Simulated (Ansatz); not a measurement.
# Relaxing a frame of liquid hydrogen fluoride from 273 K (184 atoms), part 2 of 3

Wanted: the relaxed structure of a frame of liquid hydrogen fluoride from 273 K (184 atoms) and its electronic structure.

Ansatz 0.2.0; Kohn-Sham DFT, revPBE, PAW (set soft_2), plane waves.

The cell: 92 F and 92 H. The starting topology of bonds comes from the classical model. Sampling is at Γ alone, for a cell whose shortest periodic width is 15 Å.

So far. Step 2 (Single point at the start): The r.m.s. force component of 0.68 eV/Å and the pressure of 3.8 GPa set the starting point.

## (3) Relaxation

With the cell held, the atoms are moved downhill towards a nearby minimum.

Contents of input.yaml:

```yaml
crystal:
  lattice:
    - [14.50261, 0.0, 0.0]
    - [0.0, 14.50261, 0.0]
    - [0.0, 0.0, 14.50261]
  atoms:
    [... the 184 atom lines of step 2 ...]
kpoints:
  mp_grid: { grid: [1, 1, 1] }
hamiltonian:
  xc: revpbe
scf:
  occupations: { method: fixed }
output:
  forces: true
relax:
  f_tol: 0.03
  max_steps: 200
```

Launch:

```sh
> ansatz run input.yaml --threads 4 --pin off --max-ram 8192MiB --backend cpu --events-out ev --progress --plain --runs-dir out
```

Numbers of over 12 decimals in the logs are rounded to 6 here.

The log of the run:

```text
[...]
Crystal: 184 atoms, lattice volume = 3050.272 Å³
Basis set: ecut = 420 eV, 59757 PW (Γ), exchange–correlation on 200×200×200 points (8 copies of the dense FFT grid, shifted against one another)
Bands: 552, of which v1, the nominal top of the filled ones, is band 368 counted from 1 (367 counted from 0)
Symmetry: 1 space group operations
[...]
k-points: 1
[...]
SCF iter   1: F=—  HF=-75995.386968 eV  |F-HF|=—  |Δ(HF+E_count)|=         —  Δρ=5.06e-3  dr2=7.05e-1  ethr=1.77e-3  ⟨swp⟩=5.0  Hψ=1962  notcnv=0  defer=178
[...]
SCF iter   3: F=—  HF=-75995.217963 eV  |F-HF|=—  |Δ(HF+E_count)|=   2.08e-2  Δρ=6.98e-4  dr2=2.61e-2  ethr=1.73e-5  ⟨swp⟩=3.0  Hψ=658  notcnv=0  defer=113
automatic band count: iteration 3 solves 483 bands in place of 552: the levels show a gap, and the empty bands left out lie too high to hold charge; the band table lists the bands solved (type scf.n_extra_bands for more)
SCF iter   4: F=—  HF=-75995.198130 eV  |F-HF|=—  |Δ(HF+E_count)|=   1.98e-2  Δρ=2.13e-4  dr2=1.29e-3  ethr=3.55e-6  ⟨swp⟩=3.0  Hψ=657  notcnv=0  defer=113
[...]
SCF iter   7: F=-75995.189922 eV  HF=-75995.189925 eV  |F-HF|=2.89e-6  |Δ(HF+E_count)|=   6.90e-5  Δρ=6.97e-6  dr2=1.68e-6  ethr=3.06e-9  ⟨swp⟩=4.0  Hψ=1450  notcnv=0
SCF 1 converged in 7 iterations: F = -75995.189922 eV  dr2 = 1.68e-6
[...]
relax step   1: F+E_penalty+E_count = -75995.18992170 eV  Δ(F+E_penalty+E_count) = +0.000e0 eV  max|allowed force component| = 2.510e0 eV/Å  Δτ_max = 0.0000 Å  (7 SCF iters, dr2 threshold 2.25e-5 eV, accepted)
[... from here on, the SCF cycles and remarks between the steps are left out ...]
relax step   2: F+E_penalty+E_count = -76000.96485839 eV  Δ(F+E_penalty+E_count) = -5.775e0 eV  max|allowed force component| = 1.111e0 eV/Å  Δτ_max = 0.1903 Å  (6 SCF iters, dr2 threshold 1.00e-4 eV, accepted)
relax step   3: F+E_penalty+E_count = -76005.44453395 eV  Δ(F+E_penalty+E_count) = -4.480e0 eV  max|allowed force component| = 8.647e-1 eV/Å  Δτ_max = 0.1925 Å  (6 SCF iters, dr2 threshold 7.72e-5 eV, accepted)
relax step   4: F+E_penalty+E_count = -76007.58096188 eV  Δ(F+E_penalty+E_count) = -2.136e0 eV  max|allowed force component| = 1.282e0 eV/Å  Δτ_max = 0.1947 Å  (6 SCF iters, dr2 threshold 1.00e-4 eV, accepted)
relax step   5: F+E_penalty+E_count = -76009.06408468 eV  Δ(F+E_penalty+E_count) = -1.483e0 eV  max|allowed force component| = 1.106e0 eV/Å  Δτ_max = 0.1939 Å  (6 SCF iters, dr2 threshold 1.00e-4 eV, accepted)
relax step   6: F+E_penalty+E_count = -76010.32579628 eV  Δ(F+E_penalty+E_count) = -1.262e0 eV  max|allowed force component| = 7.558e-1 eV/Å  Δτ_max = 0.1950 Å  (6 SCF iters, dr2 threshold 1.00e-4 eV, accepted)
relax step   7: F+E_penalty+E_count = -76011.13844905 eV  Δ(F+E_penalty+E_count) = -8.127e-1 eV  max|allowed force component| = 1.038e0 eV/Å  Δτ_max = 0.1989 Å  (5 SCF iters, dr2 threshold 1.00e-4 eV, accepted)
relax step   8: F+E_penalty+E_count = -76011.69602546 eV  Δ(F+E_penalty+E_count) = -5.576e-1 eV  max|allowed force component| = 2.703e-1 eV/Å  Δτ_max = 0.1931 Å  (6 SCF iters, dr2 threshold 1.00e-4 eV, accepted)
relax step   9: F+E_penalty+E_count = -76012.08034186 eV  Δ(F+E_penalty+E_count) = -3.843e-1 eV  max|allowed force component| = 2.308e-1 eV/Å  Δτ_max = 0.1970 Å  (7 SCF iters, dr2 threshold 4.95e-6 eV, accepted)
relax step  10: F+E_penalty+E_count = -76012.36942293 eV  Δ(F+E_penalty+E_count) = -2.891e-1 eV  max|allowed force component| = 1.162e-1 eV/Å  Δτ_max = 0.2000 Å  (7 SCF iters, dr2 threshold 3.61e-6 eV, accepted)
relax step  11: F+E_penalty+E_count = -76012.60129965 eV  Δ(F+E_penalty+E_count) = -2.319e-1 eV  max|allowed force component| = 3.642e-1 eV/Å  Δτ_max = 0.1951 Å  (7 SCF iters, dr2 threshold 3.43e-6 eV, accepted)
relax step  12: F+E_penalty+E_count = -76012.80159411 eV  Δ(F+E_penalty+E_count) = -2.003e-1 eV  max|allowed force component| = 5.964e-1 eV/Å  Δτ_max = 0.1952 Å  (6 SCF iters, dr2 threshold 3.37e-5 eV, accepted)
relax step  13: F+E_penalty+E_count = -76012.97158443 eV  Δ(F+E_penalty+E_count) = -1.700e-1 eV  max|allowed force component| = 6.777e-1 eV/Å  Δτ_max = 0.1931 Å  (6 SCF iters, dr2 threshold 1.00e-4 eV, accepted)
relax step  14: F+E_penalty+E_count = -76013.14303089 eV  Δ(F+E_penalty+E_count) = -1.714e-1 eV  max|allowed force component| = 6.699e-1 eV/Å  Δτ_max = 0.1937 Å  (6 SCF iters, dr2 threshold 1.00e-4 eV, accepted)
relax step  15: F+E_penalty+E_count = -76013.26615624 eV  Δ(F+E_penalty+E_count) = -1.231e-1 eV  max|allowed force component| = 6.613e-1 eV/Å  Δτ_max = 0.1956 Å  (6 SCF iters, dr2 threshold 1.00e-4 eV, accepted)
relax step  16: F+E_penalty+E_count = -76013.43914890 eV  Δ(F+E_penalty+E_count) = -1.730e-1 eV  max|allowed force component| = 3.034e-1 eV/Å  Δτ_max = 0.1969 Å  (6 SCF iters, dr2 threshold 1.00e-4 eV, accepted)
relax step  17: F+E_penalty+E_count = -76013.57606071 eV  Δ(F+E_penalty+E_count) = -1.369e-1 eV  max|allowed force component| = 2.423e-1 eV/Å  Δτ_max = 0.1958 Å  (6 SCF iters, dr2 threshold 1.94e-5 eV, accepted)
[...]
relax step  41: F+E_penalty+E_count = -76014.49178378 eV  Δ(F+E_penalty+E_count) = -7.313e-3 eV  max|allowed force component| = 1.077e-1 eV/Å  Δτ_max = 0.1962 Å  (8 SCF iters, accepted)
relax step  42: F+E_penalty+E_count = -76014.49573837 eV  Δ(F+E_penalty+E_count) = -3.955e-3 eV  max|allowed force component| = 7.162e-2 eV/Å  Δτ_max = 0.0389 Å  (8 SCF iters, accepted)
[...]
relax step  50: F+E_penalty+E_count = -76014.53283954 eV  Δ(F+E_penalty+E_count) = -6.192e-3 eV  max|allowed force component| = 7.625e-2 eV/Å  Δτ_max = 0.1947 Å  (9 SCF iters, accepted)
relax step  51: F+E_penalty+E_count = -76014.53691914 eV  Δ(F+E_penalty+E_count) = -4.080e-3 eV  max|allowed force component| = 2.499e-1 eV/Å  Δτ_max = 0.1949 Å  (8 SCF iters, accepted)
[...]
relax step  54: F+E_penalty+E_count = -76014.54618442 eV  Δ(F+E_penalty+E_count) = -5.693e-6 eV  max|allowed force component| = 2.477e-2 eV/Å  Δτ_max = 0.0000 Å  (4 SCF iters, accepted)
relax step  55: F+E_penalty+E_count = -76014.55272281 eV  Δ(F+E_penalty+E_count) = -6.538e-3 eV  max|allowed force component| = 1.190e-1 eV/Å  Δτ_max = 0.1957 Å  (8 SCF iters, accepted)
[...]
relax step  59: F+E_penalty+E_count = -76014.56273191 eV  Δ(F+E_penalty+E_count) = -3.940e-7 eV  max|allowed force component| = 1.531e-2 eV/Å  Δτ_max = 0.0000 Å  (3 SCF iters, accepted)
relax step  60: F+E_penalty+E_count = -76014.56799976 eV  Δ(F+E_penalty+E_count) = -5.268e-3 eV  max|allowed force component| = 7.903e-2 eV/Å  Δτ_max = 0.1578 Å  (8 SCF iters, accepted)
[...]
relax step  63: F+E_penalty+E_count = -76014.57875734 eV  Δ(F+E_penalty+E_count) = -2.972e-3 eV  max|allowed force component| = 5.698e-2 eV/Å  Δτ_max = 0.0474 Å  (6 SCF iters, dr2 threshold 1.99e-6 eV, accepted)
relax step  64: F+E_penalty+E_count = -76014.58559161 eV  Δ(F+E_penalty+E_count) = -6.834e-3 eV  max|allowed force component| = 8.196e-2 eV/Å  Δτ_max = 0.1077 Å  (8 SCF iters, accepted)
relax step  65: F+E_penalty+E_count = -76014.58786278 eV  Δ(F+E_penalty+E_count) = -2.271e-3 eV  max|allowed force component| = 3.458e-1 eV/Å  Δτ_max = 0.1953 Å  (7 SCF iters, dr2 threshold 1.95e-6 eV, accepted)
relax step  66: F+E_penalty+E_count = -76014.59599114 eV  Δ(F+E_penalty+E_count) = -8.128e-3 eV  max|allowed force component| = 1.095e-1 eV/Å  Δτ_max = 0.0534 Å  (5 SCF iters, dr2 threshold 1.00e-4 eV, accepted)
relax step  67: F+E_penalty+E_count = -76014.59821216 eV  Δ(F+E_penalty+E_count) = -2.221e-3 eV  max|allowed force component| = 5.689e-2 eV/Å  Δτ_max = 0.0557 Å  (6 SCF iters, dr2 threshold 1.20e-6 eV, accepted)
relax step  68: F+E_penalty+E_count = -76014.60399230 eV  Δ(F+E_penalty+E_count) = -5.780e-3 eV  max|allowed force component| = 6.074e-2 eV/Å  Δτ_max = 0.0752 Å  (8 SCF iters, accepted)
relax step  69: F+E_penalty+E_count = -76014.60797560 eV  Δ(F+E_penalty+E_count) = -3.983e-3 eV  max|allowed force component| = 2.456e-1 eV/Å  Δτ_max = 0.1974 Å  (8 SCF iters, dr2 threshold 9.97e-7 eV, accepted)
relax step  70: F+E_penalty+E_count = -76014.61207317 eV  Δ(F+E_penalty+E_count) = -4.098e-3 eV  max|allowed force component| = 5.619e-2 eV/Å  Δτ_max = 0.0395 Å  (5 SCF iters, dr2 threshold 6.03e-5 eV, accepted)
relax step  71: F+E_penalty+E_count = -76014.61244594 eV  Δ(F+E_penalty+E_count) = -3.728e-4 eV  max|allowed force component| = 4.486e-2 eV/Å  Δτ_max = 0.0360 Å  (7 SCF iters, accepted)
relax step  72: F+E_penalty+E_count = -76014.61627018 eV  Δ(F+E_penalty+E_count) = -3.824e-3 eV  max|allowed force component| = 4.939e-2 eV/Å  Δτ_max = 0.0888 Å  (8 SCF iters, accepted)
relax step  73: F+E_penalty+E_count = -76014.61851443 eV  Δ(F+E_penalty+E_count) = -2.244e-3 eV  max|allowed force component| = 1.477e-1 eV/Å  Δτ_max = 0.1526 Å  (7 SCF iters, dr2 threshold 1.55e-6 eV, accepted)
relax step  74: F+E_penalty+E_count = -76014.62013541 eV  Δ(F+E_penalty+E_count) = -1.621e-3 eV  max|allowed force component| = 5.847e-2 eV/Å  Δτ_max = 0.0175 Å  (5 SCF iters, dr2 threshold 2.18e-5 eV, accepted)
relax step  75: F+E_penalty+E_count = -76014.62228486 eV  Δ(F+E_penalty+E_count) = -2.149e-3 eV  max|allowed force component| = 1.447e-2 eV/Å  Δτ_max = 0.0534 Å  (8 SCF iters, accepted)
relax step  76: F+E_penalty+E_count = -76014.62368321 eV  Δ(F+E_penalty+E_count) = -1.398e-3 eV  max|allowed force component| = 8.195e-2 eV/Å  Δτ_max = 0.1503 Å  (9 SCF iters, accepted)
relax step  77: F+E_penalty+E_count = -76014.62476732 eV  Δ(F+E_penalty+E_count) = -1.084e-3 eV  max|allowed force component| = 1.576e-2 eV/Å  Δτ_max = 0.0376 Å  (8 SCF iters, accepted)
SCF converged after 8 iterations
Free energy (F): -76014.624767 eV
[...]
Internal energy: -76014.624767 eV  (E = F + TS)
E sigma→0 (E₀):  -76014.624767 eV
Fermi energy:    -6.538699 eV
[...]
--- Forces (eV/Å), atoms counted from 1 ---
  atom   1  F      0.00553445     0.00235560    -0.00539170
  atom   2  H     -0.00368923    -0.00241616     0.00503304
  atom   3  F     -0.00025497    -0.00155171    -0.00017037
  atom   4  H      0.00078606     0.00020182     0.00031937
  atom   5  F     -0.00005631     0.00091522    -0.00007157
  atom   6  H     -0.00095573    -0.00108721    -0.00079165
  atom   7  F     -0.00370495    -0.00267280    -0.00028147
  atom   8  H      0.00144614     0.00056185     0.00206287
  atom   9  F     -0.00031341    -0.00051299    -0.00008977
  atom  10  H     -0.00052882     0.00033638     0.00149037
  atom  11  F      0.00109391    -0.00203470    -0.00035076
  atom  12  H     -0.00025543     0.00095318    -0.00039639
  atom  13  F      0.00072646     0.00414736    -0.00086829
  atom  14  H      0.00006682    -0.00199616     0.00101423
[...]
atom 183  F     -0.00148082    -0.00016884    -0.00161464
  atom 184  H     -0.00120001    -0.00202762     0.00063718
  max |Σ_I F_I| component: 4.33e-6 eV/Å
--- Relaxed structure (77 steps of the walk, 77 accepted, 0 SCFs on fresh bases) ---
  F+E_penalty+E_count = -76014.62476732 eV   max|allowed force component| = 1.576e-2 eV/Å
  atoms:
    - { symbol: F, position: [0.848418, -0.025331, 0.058514] }
    - { symbol: H, position: [0.850776, 0.949673, 0.121007] }
    - { symbol: F, position: [0.774066, 0.531163, 0.854113] }
    - { symbol: H, position: [0.741294, 0.472724, 0.847028] }
[...]
- { symbol: H, position: [0.037141, 0.508032, 0.297936] }
```

It took 11 min on 4 threads of AMD EPYC 9R45, shared host; peak memory 3.8 GiB.

The steps of the relaxation (22 of 77):

| step | energy less that of the first step (eV) | largest force component (eV/Å) |
| --- | --- | --- |
| 1 | 0.0000 | 2.5104 |
| 5 | -13.8742 | 1.1059 |
| 8 | -16.5061 | 0.2703 |
| 12 | -17.6117 | 0.5964 |
| 15 | -18.0762 | 0.6613 |
| 19 | -18.6033 | 0.3374 |
| 23 | -18.9388 | 0.3588 |
| 26 | -19.0651 | 0.3055 |
| 30 | -19.1660 | 0.0846 |
| 34 | -19.2317 | 0.1245 |
| 37 | -19.2664 | 0.1553 |
| 41 | -19.3019 | 0.1077 |
| 44 | -19.3168 | 0.1138 |
| 48 | -19.3322 | 0.1282 |
| 52 | -19.3505 | 0.1789 |
| 55 | -19.3628 | 0.1190 |
| 59 | -19.3728 | 0.0153 |
| 63 | -19.3888 | 0.0570 |
| 66 | -19.4061 | 0.1095 |
| 70 | -19.4222 | 0.0562 |
| 73 | -19.4286 | 0.1477 |
| 77 | -19.4348 | 0.0158 |

The atoms that moved most (Å):

| atom | dx | dy | dz | length |
| --- | --- | --- | --- | --- |
| F143 | -2.071 | 2.496 | -1.422 | 3.541 |
| F59 | 1.261 | 2.570 | 1.370 | 3.174 |
| H166 | -1.678 | 2.257 | -1.171 | 3.047 |
| H112 | 0.892 | 2.222 | 1.593 | 2.876 |
| F101 | -1.642 | -0.454 | -2.228 | 2.805 |
| H60 | 0.597 | 1.935 | 1.878 | 2.761 |
| H102 | -1.564 | -0.369 | -2.206 | 2.730 |
| F29 | -1.731 | -1.757 | -1.147 | 2.720 |

The relaxation changed the energy by -106 meV/atom, and atoms moved by 1.7 Å r.m.s., 3.5 Å at most.

## (4) Local order after relaxation

Density 1.00 g/cm³, 16.58 Å³ an atom.

Pair distribution functions g(r), in bins of 0.2 Å:

| r (Å) | total | F-F | F-H | H-H |
| --- | --- | --- | --- | --- |
| 0.90 | 6.95 | 0.00 | 13.85 | 0.00 |
| 1.10 | 0.00 | 0.00 | 0.00 | 0.00 |
| 1.30 | 0.00 | 0.00 | 0.00 | 0.00 |
| 1.50 | 2.87 | 0.00 | 5.75 | 0.00 |
| 1.70 | 0.00 | 0.00 | 0.00 | 0.00 |
| 1.90 | 0.00 | 0.00 | 0.00 | 0.00 |
| 2.10 | 1.42 | 0.00 | 0.00 | 5.67 |
| 2.30 | 0.03 | 0.00 | 0.00 | 0.12 |
| 2.50 | 1.07 | 4.29 | 0.00 | 0.00 |
| 2.70 | 0.00 | 0.00 | 0.00 | 0.00 |
| 2.90 | 0.04 | 0.00 | 0.08 | 0.00 |
| 3.10 | 0.82 | 0.09 | 1.60 | 0.00 |
| 3.30 | 0.84 | 0.75 | 1.11 | 0.39 |
| 3.50 | 1.51 | 1.64 | 1.83 | 0.74 |
| 3.70 | 1.11 | 1.50 | 0.84 | 1.29 |
| 3.90 | 1.07 | 1.15 | 0.86 | 1.39 |
| 4.10 | 1.31 | 1.19 | 1.12 | 1.83 |
| 4.30 | 1.44 | 1.71 | 1.20 | 1.64 |
| 4.50 | 1.04 | 0.84 | 1.13 | 1.09 |
| 4.70 | 1.01 | 0.79 | 1.11 | 1.03 |
| 4.90 | 0.96 | 0.83 | 1.04 | 0.95 |
| 5.10 | 1.02 | 0.76 | 1.18 | 0.96 |
| 5.30 | 0.91 | 0.93 | 0.90 | 0.89 |
| 5.50 | 0.96 | 0.91 | 0.99 | 0.98 |
| 5.70 | 0.99 | 1.15 | 0.97 | 0.88 |
| 5.90 | 0.86 | 1.00 | 0.85 | 0.73 |
| 6.10 | 0.99 | 1.05 | 0.89 | 1.11 |
| 6.30 | 1.04 | 1.10 | 1.05 | 0.99 |

(Part 2 of 3 ends here.)

[Logs are printed without paths, hosts, clocks, repeated set-up lines and the standing remarks that a program may print on its own settings, such as how far it seeks lower states.]

[Hosts, paths, dates, database ids (printed as entryN), source tags and the programs' standing remarks are cut or masked in the printed files.]
